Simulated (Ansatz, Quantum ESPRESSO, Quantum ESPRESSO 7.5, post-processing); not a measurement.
# vacuum gap of 3.5 Å between two Ta(100) faces: ballistic transmission

Aim: the zero-bias transmission with pwcond for this junction: vacuum gap of 3.5 Å between two Ta(100) faces.

Program: Quantum ESPRESSO 7.5. Level of theory: plane-wave DFT, PBE, JTH PAW pseudopotentials (cross-check by Ansatz 0.2.0 with PAW datasets). Results are calculated unless marked as measured.

This is a report of a sequence of runs, with most program output left out.

## 1. Starting point

The cell holds 20 atoms: 20 Ta. Its edges and angles: a = 3.320 Å, b = 3.320 Å, c = 35.040 Å, α = 90.0°, β = 90.0°, γ = 90.0°. It derives from Ta. Regions: left lead, 10 atoms (10 Ta); right lead, 10 atoms (10 Ta). The structure is stacked along c, and the current runs across the ab planes.

## 2. Self-consistent run

One periodic cell holds a stretch of lead, the junction and more lead; the atoms stay as built.

scf.in

```
&control
  prefix = 'scf'
  outdir = './out'
  pseudo_dir = './pseudo'
  calculation = 'scf'
  tprnfor = .true.
/
&system
  ibrav = 0
  nat = 20
  ntyp = 1
  ecutwfc = 45
  ecutrho = 360
  occupations = 'smearing'
  smearing = 'mv'
  degauss = 0.01
/
&electrons
  conv_thr = 1e-07
  mixing_beta = 0.25
  electron_maxstep = 120
  mixing_mode = 'local-TF'
/
ATOMIC_SPECIES
  Ta  180.9479  Ta.GGA_PBE-JTH.UPF
CELL_PARAMETERS angstrom
  3.32000000000000 0.00000000000000 0.00000000000000
  0.00000000000000 3.32000000000000 0.00000000000000
  0.00000000000000 0.00000000000000 35.04000000000000
ATOMIC_POSITIONS crystal
  Ta  0.000000000000 0.000000000000 0.000000000000
  Ta  0.500000000000 0.500000000000 0.047374429224
  Ta  0.000000000000 0.000000000000 0.094748858447
  Ta  0.500000000000 0.500000000000 0.142123287671
  Ta  0.000000000000 0.000000000000 0.189497716895
  Ta  0.500000000000 0.500000000000 0.236872146119
  Ta  0.000000000000 0.000000000000 0.284246575342
  Ta  0.500000000000 0.500000000000 0.331621004566
  Ta  0.000000000000 0.000000000000 0.378995433790
  Ta  0.500000000000 0.500000000000 0.426369863014
  Ta  0.000000000000 0.000000000000 0.526255707763
  Ta  0.500000000000 0.500000000000 0.573630136986
  Ta  0.000000000000 0.000000000000 0.621004566210
  Ta  0.500000000000 0.500000000000 0.668378995434
  Ta  0.000000000000 0.000000000000 0.715753424658
  Ta  0.500000000000 0.500000000000 0.763127853881
  Ta  0.000000000000 0.000000000000 0.810502283105
  Ta  0.500000000000 0.500000000000 0.857876712329
  Ta  0.000000000000 0.000000000000 0.905251141553
  Ta  0.500000000000 0.500000000000 0.952625570776
K_POINTS automatic
  7 7 1 0 0 0
```

Run with:

```sh
OMP_NUM_THREADS=1 mpirun -n 4 pw.x -nk 2 -in scf.in > scf.out
```

Run time: 4.1 min. Hardware: 4 MPI ranks of Arm Neoverse V2, shared host; peak memory 1.5 GiB.

Numbers from this step:

| Property | Result |
| --- | --- |
| free energy | -197860.8738 eV |
| Fermi energy | 16.94 eV |

The program's own clock; routines nest. Time by routine:

```
     routine  wall time (s)  calls
       PWSCF          244.8      1
   electrons          228.2      1
     c_bands            185     16
     cegterg          177.7     80
       h_psi          98.56    306
        fftw          63.33  68514
    vloc_psi          55.38    306
      calbec          32.79    406
    sum_band          26.27     16
h_psi:calbec          21.17    306
       s_psi          21.14    306
  add_vuspsi          21.12    306
    init_run          13.16      1
     wfcinit          11.77      1
```

The run needed 16 iterations to bring the estimated error under 1e-07 Ry; the largest force on any atom, held or free, is 0.86 eV/Å.

## 3. Transmission with pwcond.x

prefixt takes both regions from one run: the lead from 0 to bdl, the scattering region from bdl to bds (units of alat). ikind = 1 puts the same lead on both sides. The program's T_tot counts both spins in a run without spin; the tables below give T per spin.

cond.in

```
&inputcond
  outdir = './out'
  prefixt = 'scf'
  tran_file = 'cond.dat'
  bdl = 2.0000000000
  bds = 10.5542168675
  ikind = 1
  ewind = 4.0
  epsproj = 1e-05
  nz1 = 7
  energy0 = 0.4
  denergy = -0.4
/
28
  0.00000000 0.00000000 0.00694444
  0.00000000 0.08333333 0.02777778
  0.00000000 0.16666667 0.02777778
  0.00000000 0.25000000 0.02777778
  0.00000000 0.33333333 0.02777778
  0.00000000 0.41666667 0.02777778
  0.00000000 0.50000000 0.01388889
  0.08333333 0.08333333 0.02777778
  0.08333333 0.16666667 0.05555556
  0.08333333 0.25000000 0.05555556
  0.08333333 0.33333333 0.05555556
  0.08333333 0.41666667 0.05555556
  0.08333333 0.50000000 0.02777778
  0.16666667 0.16666667 0.02777778
  0.16666667 0.25000000 0.05555556
  0.16666667 0.33333333 0.05555556
  0.16666667 0.41666667 0.05555556
  0.16666667 0.50000000 0.02777778
  0.25000000 0.25000000 0.02777778
  0.25000000 0.33333333 0.05555556
  0.25000000 0.41666667 0.05555556
  0.25000000 0.50000000 0.02777778
  0.33333333 0.33333333 0.02777778
  0.33333333 0.41666667 0.05555556
  0.33333333 0.50000000 0.02777778
  0.41666667 0.41666667 0.02777778
  0.41666667 0.50000000 0.02777778
  0.50000000 0.50000000 0.00694444
3
```

Run with:

```sh
OMP_NUM_THREADS=1 mpirun -n 4 pwcond.x -in cond.in > cond.out
```

Wall time 4.4 min (4 MPI ranks); peak memory 0.39 GiB.

Read from the output:

| Quantity | Value |
| --- | --- |
| lead channels at the Fermi level, one spin | 2.604 |
| transmission at the Fermi level, one spin | 0.5321 |
| conductance | 0.5321 G₀ |

Per spin; mean over the k mesh across the current. Open channels, zone mean against energy, zero at the Fermi level:

```
energy (eV)  open channels, zone mean
     -0.400                      2.60
      0.000                      2.60
      0.400                      1.80
```

Per spin; mean over the k mesh across the current. Transmission, zone mean against energy, zero at the Fermi level:

```
energy (eV)  transmission, zone mean
     -0.400                    0.398
      0.000                    0.532
      0.400                    0.380
```

At 0.000 eV; k in fractions of b1, b2. Transmission by k point:

```
     k1       k2    weight         t  channels
      0        0  0.006944   0.01015         1
      0  0.08333   0.02778   0.01084         1
      0   0.1667   0.02778     0.178         3
      0     0.25   0.02778     1.015         3
      0   0.3333   0.02778    0.4042         5
      0   0.4167   0.02778     1.096         5
      0      0.5   0.01389     1.528         4
0.08333  0.08333   0.02778  0.004128         1
0.08333   0.1667   0.05556    0.9542         3
0.08333     0.25   0.05556    0.3371         3
0.08333   0.3333   0.05556    0.6444         5
0.08333   0.4167   0.05556     1.486         4
0.08333      0.5   0.02778     1.875         4
 0.1667   0.1667   0.02778     0.211         3
 0.1667     0.25   0.05556    0.1421         2
 0.1667   0.3333   0.05556    0.1545         1
 0.1667   0.4167   0.05556     1.193         3
 0.1667      0.5   0.02778     1.664         4
   0.25     0.25   0.02778  0.006361         1
   0.25   0.3333   0.05556   4.90e-4         1
   0.25   0.4167   0.05556   0.09722         2
   0.25      0.5   0.02778     0.396         2
 0.3333   0.3333   0.02778   0.03515         1
 0.3333   0.4167   0.05556    0.2156         2
 0.3333      0.5   0.02778    0.1973         2
 0.4167   0.4167   0.02778    0.3823         2
 0.4167      0.5   0.02778    0.3711         2
    0.5      0.5  0.006944     0.368         2
```

The program's own clock; routines nest. Time by routine:

```
     routine  wall time (s)  calls
      PWCOND          265.6      1
scatter_forw          229.3    168
       local           16.8     28
      compbs          11.65     84
    compbs_2           9.61     84
        init           1.54      1
       poten           0.06      1
```

The run is unpolarised; a magnetic state was not tried, may lie lower and would change T.

At no point does T exceed the number of channels.

## 4. The open system, with epsproj = 0.001

A sensitivity test on the input.

cond.w.in is the input of step 3 with these lines changed:

```diff
@@ -3,3 +3,3 @@
   prefixt = 'scf'
-  tran_file = 'cond.dat'
+  tran_file = 'cond.w.dat'
   bdl = 2.0000000000
@@ -8,3 +8,3 @@
   ewind = 4.0
-  epsproj = 1e-05
+  epsproj = 0.001
   nz1 = 7
```

Run with:

```sh
OMP_NUM_THREADS=1 mpirun -n 4 pwcond.x -in cond.w.in > cond.w.out
```

It took 2.7 min on 4 MPI ranks; peak memory 0.36 GiB; 11 min of CPU time.

The changed values were drawn from a wide range, not chosen for quality; the comparison shows what they did here together.

Beside the run it was changed from:

```
                                  quantity  this run  unchanged run  difference
 transmission at the Fermi level, one spin    0.5403         0.5321      0.0083
lead channels at the Fermi level, one spin     2.660          2.604       0.056
                             wall time (s)       162            266
```

Over all energies T moves by up to 0.043, at 0.4 eV.

The physical values in this table move by up to 2.1 %.

## 5. The open system, with ikind = 2

One more run, with a changed input.

cond.bad.in is the input of step 3 with these lines changed:

```diff
@@ -3,6 +3,6 @@
   prefixt = 'scf'
-  tran_file = 'cond.dat'
+  tran_file = 'cond.bad.dat'
   bdl = 2.0000000000
   bds = 10.5542168675
-  ikind = 1
+  ikind = 2
   ewind = 4.0
```

Run with:

```sh
OMP_NUM_THREADS=1 mpirun -n 4 pwcond.x -in cond.bad.in > cond.bad.out
```

The job ended after 2 s (4 MPI ranks; peak memory 0.33 GiB).

The input was rejected at the start.

The program's message: “Error in routine init_orbitals (1): Too big atomic spheres”

The change that led to it: inputcond.ikind = 2.

The message: “init_orbitals (1): Too big atomic spheres”. ikind = 2 asks for a second, right-hand lead, for which no boundary (bdr) or run was given; ikind = 1 fits one lead on both sides.

## 6. Cross-check with Ansatz

As a check, the same structure is run in Ansatz.

Level of this step: plane-wave DFT, PBE, Ansatz PAW (Ansatz 0.2.0).

input.yaml

```yaml
crystal:
  lattice:
    - [3.32, 0.0, 0.0]
    - [0.0, 3.32, 0.0]
    - [0.0, 0.0, 35.04]
  atoms:
    - { symbol: Ta, position: [0.0, 0.0, 0.0] }
    - { symbol: Ta, position: [0.5, 0.5, 0.0473744292] }
    - { symbol: Ta, position: [0.0, 0.0, 0.0947488584] }
    - { symbol: Ta, position: [0.5, 0.5, 0.1421232877] }
    - { symbol: Ta, position: [0.0, 0.0, 0.1894977169] }
    - { symbol: Ta, position: [0.5, 0.5, 0.2368721461] }
    - { symbol: Ta, position: [0.0, 0.0, 0.2842465753] }
    - { symbol: Ta, position: [0.5, 0.5, 0.3316210046] }
    - { symbol: Ta, position: [0.0, 0.0, 0.3789954338] }
    - { symbol: Ta, position: [0.5, 0.5, 0.426369863] }
    - { symbol: Ta, position: [0.0, 0.0, 0.5262557078] }
    - { symbol: Ta, position: [0.5, 0.5, 0.573630137] }
    - { symbol: Ta, position: [0.0, 0.0, 0.6210045662] }
    - { symbol: Ta, position: [0.5, 0.5, 0.6683789954] }
    - { symbol: Ta, position: [0.0, 0.0, 0.7157534247] }
    - { symbol: Ta, position: [0.5, 0.5, 0.7631278539] }
    - { symbol: Ta, position: [0.0, 0.0, 0.8105022831] }
    - { symbol: Ta, position: [0.5, 0.5, 0.8578767123] }
    - { symbol: Ta, position: [0.0, 0.0, 0.9052511416] }
    - { symbol: Ta, position: [0.5, 0.5, 0.9526255708] }
kpoints:
  mp_grid: { grid: [7, 7, 1] }
hamiltonian:
  xc: pbe
scf:
  occupations: { method: fermi_dirac, width: 0.1 }
  convergence: { dr2_threshold: 1.0e-08 }
output:
  transmission: { leads: [[0, 2]], e_range: [-0.4, 0.4], de: 0.4, kmesh: [12, 12] }
  write_potential: true
  write_density: true
  volumetric_format: npy
```

Run with:

```sh
ansatz run input.yaml --threads 4 --pin off --max-ram 8192MiB --backend cpu --events-out ev --progress --plain --runs-dir out
```

Run time: 28 s. Hardware: 4 threads; peak memory 1.5 GiB; 1.7 min of CPU time.

Read from the output:

* free energy: -198642.7003 eV
* energy at zero smearing: -198642.2672 eV
* smearing term TS: 0.8661 eV
* Fermi energy: 17.27 eV
* symmetry operations: 16
* transmission at the Fermi level, one spin: 0.5220
* lead channels at the Fermi level, one spin: 2.521
* step of the lead's Hamiltonian over a period: 2.7 meV

Per spin; mean over the k mesh across the current. The transmission, zone mean by energy, zero at the Fermi level:

```
energy (eV)  transmission, zone mean
     -0.400                    0.394
      0.000                    0.522
      0.400                    0.403
```

Per spin; mean over the k mesh across the current. Table of open channels, zone mean by energy, zero at the Fermi level:

```
energy (eV)  open channels, zone mean
     -0.400                      2.60
      0.000                      2.52
      0.400                      1.72
```

Ansatz finds T = 0.522 against pwcond's 0.532.

## 7. All levels side by side

All levels:

```
                   step  T at the Fermi level (per spin)  conductance (G0)  r.m.s. T(E) from the first  CPU time of the step (s)  peak memory (GiB)
                 Ansatz                            0.522                 -                           0                     103.6              1.483
                 pwcond                           0.5321            0.5321                     0.01462                      1064               0.39
pwcond, changed setting                           0.5403            0.5403                     0.01971                     646.1               0.36
```

Per spin; mean over the k mesh across the current. Transmission, zone mean against energy, zero at the Fermi level:

```
energy (eV)  Ansatz  pwcond  pwcond, changed setting
     -0.400   0.394   0.398                    0.414
      0.000   0.522   0.532                    0.540
      0.400   0.403   0.380                    0.423
```

## 8. The arithmetic

The Landauer sum over the mesh, Σ w T = 0.0556 × 1.49 + 0.0556 × 1.19 + 0.0556 × 0.954 + … = 0.5321.

G = 0.532 × 77.48 µS = 41.2 µS a cell. Times the area of 11.022 Å², the resistance-area product is A/G = 2.67 fΩ m², the leads' contact resistance included.

## 9. Summary of results

```yaml
conductance_from_t_at_the_fermi_level_a_cell: 0.532 G₀
conductance_per_area: 374 S/μm²
lead_channels_per_spin: 2.60
the_same_conductance_by_ansatz: 0.522 G₀
```

The junction conducts 0.532 G₀ a cell at the Fermi level (PBE, JTH PAW). At the Fermi level the junction passes 20 % of what the leads offer. At the Fermi level pwcond and Ansatz differ by 1.9 %, a close match. The codes count unlike numbers of lead channels on 8 % of the mesh. Points with over 2.5 times the mean carry 38 % of T, so the mean leans on few points, and the mesh was not tested. Over -0.4 to 0.4 eV, T lies between 0.38 and 0.53 per spin. The geometry is as built, not relaxed, and the leads are short. Semilocal functionals lack the image potential in a vacuum gap. Spin-orbit coupling is left out; depending on the atoms that carry the levels of interest, it can split and shift them by tenths of an eV to an eV or more.

[Logs are printed without paths, hosts, clocks, repeated set-up lines and the standing remarks that a program may print on its own settings, such as how far it seeks lower states.]

[Hosts, paths, dates, database ids (printed as entryN), source tags and the programs' standing remarks are cut or masked in the printed files.]

[Maps of the electrostatic potential energy from Ansatz leave out the sawtooth potential of an applied field or a dipole correction, so their vacuum need not be flat; planar profiles and work functions include it.]
